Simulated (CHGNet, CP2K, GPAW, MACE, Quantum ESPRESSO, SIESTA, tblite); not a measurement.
**Random fcc alloy of Ir and Pd (108 atoms): other programs against plane waves**

One geometry of random fcc alloy of Ir and Pd (108 atoms) is solved by several programs and methods. How far do their forces lie from a plane-wave PBE run?

Results are calculated, not measured.

In doubt: a PseudoDojo file used here is known to give poor structures and forces (SIESTA), which bears on pressures, cells, forces and phonons.

**1. The structure**

The cell holds 108 atoms (40 Pd and 68 Ir), with edges of 11.57, 11.57 and 11.57 Å. Recipe: fcc Ir, 3 x 3 x 3 conventional cells, 40 of 108 Ir sites given to Pd at random (x = 0.370), lattice by Vegard's rule (a = 3.858 Å); not relaxed, displaced by a Gaussian of 0.02 Å. Then every atom was moved at random, 0.02 Å r.m.s. a Cartesian component. The density is 18.6 g/cm³.

**2. The reference input**

Quantum ESPRESSO 7.5: Kohn-Sham DFT, PBE, SSSP efficiency 1.3.0 pseudopotentials, plane waves. Its input, pw.in:

```
&control
  calculation = 'scf'
  pseudo_dir = './pseudo'
  outdir = './tmp'
  disk_io = 'none'
  tprnfor = .true.
  tstress = .true.
/
&system
  ibrav = 0
  nat = 108
  ntyp = 2
  ecutwfc = 55
  ecutrho = 440
  nosym = .true.
  occupations = 'smearing'
  smearing = 'fd'
  degauss = 0.003675
/
&electrons
  conv_thr = 5.4e-07
  electron_maxstep = 100
  mixing_beta = 0.2
  mixing_mode = 'local-TF'
  diagonalization = 'david'
/
ATOMIC_SPECIES
Pd 106.420 Pd.upf
Ir 192.217 Ir.upf
CELL_PARAMETERS angstrom
11.57370 0.00000 0.00000
0.00000 11.57370 0.00000
0.00000 0.00000 11.57370
ATOMIC_POSITIONS crystal
Pd 0.99620 0.99842 0.99860
Pd 0.99898 0.16835 0.16409
Ir 0.16589 0.00002 0.16565
Pd 0.16682 0.16272 0.00067
[... 102 atom lines left out ...]
Pd 0.83221 0.67052 0.83223
Ir 0.83172 0.83655 0.66844
K_POINTS gamma
```

```console
$ OMP_NUM_THREADS=1 pw.x -in pw.in > output.txt
```

Wall time 81 min (1 thread of Arm Neoverse V2, shared host); peak memory 7.5 GiB.

It converged with an r.m.s. force component of 0.57 eV/Å and a pressure of 6.3 GPa.

**3. What was run beside it**

- CHGNet: machine-learned potential, published weights.
- CP2K 2026.2: Gaussian basis with GTH pseudopotentials and a plane-wave density; labels give functional, basis (MOLOPT sets; SR short-range, UZH the newer set with its own potentials), grid cutoff/relative cutoff and solver (OT: orbital transformation; TRS4, TC2, SIGN: linear-scaling purification with its sparsity filter), or its built-in tight binding.
- MACE: machine-learned potential, published weights.
- SIESTA 5.4.2: numerical atomic orbitals, whose automatically made sets are far from complete, with PseudoDojo norm-conserving potentials that we converted to its format (checked against plane waves on the same files for H, C, O, Si, Ge and Ca alone); labels give functional, basis size, energy shift and mesh cutoff.
- tblite 0.8.0: extended tight binding, driven from Python.

All use the same cell and atoms, and the electronic-structure runs the same k-mesh.

**4. Side by side**

Differences are against the reference: forces as r.m.s. over components, share as that over the reference's r.m.s. force, slope as the fitted ratio of a run's forces to the reference's.

| run | Δ force, r.m.s. (meV/Å) | share (%) | slope | Δ pressure (GPa) | cores | CPU time | memory (GiB) |
| --- | --- | --- | --- | --- | --- | --- | --- |
| reference | - | - | - | - | 1 | 81 min | 7.5 |
| CHGNet 0.3.0 potential | 296 | 52.2 | 0.532 | 2.33 | 1 | 4.8 s | 2.0 |
| CP2K PBE, DZVP-MOLOPT-SR, 600/60 Ry, diagonalisation | 39.0 | 6.87 | 1.050 | 0.299 | 4 | 46 min | 12 |
| MACE MP-0b2 small potential | 216 | 38.1 | 0.804 | 2.37 | 1 | 6.1 s | 0.68 |
| MACE MP-0b3 medium potential | 331 | 58.4 | 0.593 | 2.26 | 1 | 8 s | 1.1 |
| SIESTA PBE, DZP, shift 0.01 Ry, mesh 300 Ry | 131 | 23.1 | 1.030 | -0.577 | 4 | 22 min | 2.5 |
| SIESTA PBE, SZ, shift 0.01 Ry, mesh 300 Ry (coarse) | 334 | 58.8 | 1.066 | -0.863 | 1 | 5 min | 0.93 |
| tblite GFN1-xTB | 220 | 38.8 | 0.802 | 8.24 | 1 | 18 s | 0.22 |

Rows marked coarse were listed beforehand as settings not expected to be converged; some can still land near the reference.

Times of the machine-learned potentials are mostly Python's start and the loading of weights.

Runs without a result: GPAW PBE, LCAO dzp, h 0.2 Å (cut off at its time limit); GPAW PBE, LCAO szp(dzp), h 0.2 Å (cut off at its time limit).

CPU time is summed over cores on shared hosts, so it is rough.

**5. Findings**

Forces lie from 6.9 % (CP2K PBE, DZVP-MOLOPT-SR, 600/60 Ry, diagonalisation) to 59 % (SIESTA PBE, SZ, shift 0.01 Ry, mesh 300 Ry, coarse) of the reference's r.m.s. force of 0.57 eV/Å away from it. The PBE runs in local orbitals, coarse settings apart, differ by 6.9 % (CP2K PBE, DZVP-MOLOPT-SR, 600/60 Ry, diagonalisation) to 23 % (SIESTA PBE, DZP, shift 0.01 Ry, mesh 300 Ry); basis, grid and potentials can all enter. Tight binding differs by 39 % (tblite GFN1-xTB); it is another model, with fitted parameters of its own, and the xTB methods hold dispersion. Machine-learned potentials differ by 38 % (MACE MP-0b2 small potential) to 58 % (MACE MP-0b3 medium potential); they were trained on other programs' data. Among those trained on PBE data the slope goes as low as 0.53, which softening far from their training structures can give, though the reference's k-sampling is untested too.

Runs with settings chosen to be coarse differ by 59 % (SIESTA PBE, SZ, shift 0.01 Ry, mesh 300 Ry), their programs' other errors included. Pressures at PBE, coarse settings apart, lie -0.58 to +0.30 GPa from the reference's.

Caveats: Periodic xTB results under one method name differ between programs and library versions. The potentials hold different valence shells: 1740 electrons in the reference, 1876 in CP2K with DZVP-MOLOPT-SR and 1876 in SIESTA; this bears on time and differences. The reference's pressure holds the uncorrected Pulay stress of its 55 Ry basis, so small pressure differences may be the reference's own error. A potential file of the SIESTA runs is in doubt, which bears on their forces and pressure. Machine-learned potentials mimic data converged in k, so the reference's own k-point error enters their differences. The host structure and its lattice constant were typed by rule, without a check against the phase diagram. The electronic-structure runs sample only Γ, in a cell whose shortest periodic width is 12 Å, which is coarse for a cell with partly filled levels. Spin–orbit coupling is left out, which matters for the levels of the heavy elements. The reference's pressure of 6.3 GPa reflects the volume that the recipe set, positions that aren't this level's minimum and the coarse k-sampling. The reference has no spin polarisation, so local moments can't form. Where levels are smeared, the DFT runs use Fermi–Dirac occupations at 580 K (0.05 eV), and energies are free energies. The atoms were displaced at random, and shares hang on the size of the forces that this gives. The reference's cutoffs and mesh weren't converged further here.

[Logs are printed without paths, hosts, clocks, repeated set-up lines and the standing remarks that a program may print on its own settings, such as how far it seeks lower states.]

[Hosts, paths, dates, database ids (printed as entryN), source tags and the programs' standing remarks are cut or masked in the printed files.]

[Cells were taken only where this reference lay near another plane-wave run.]
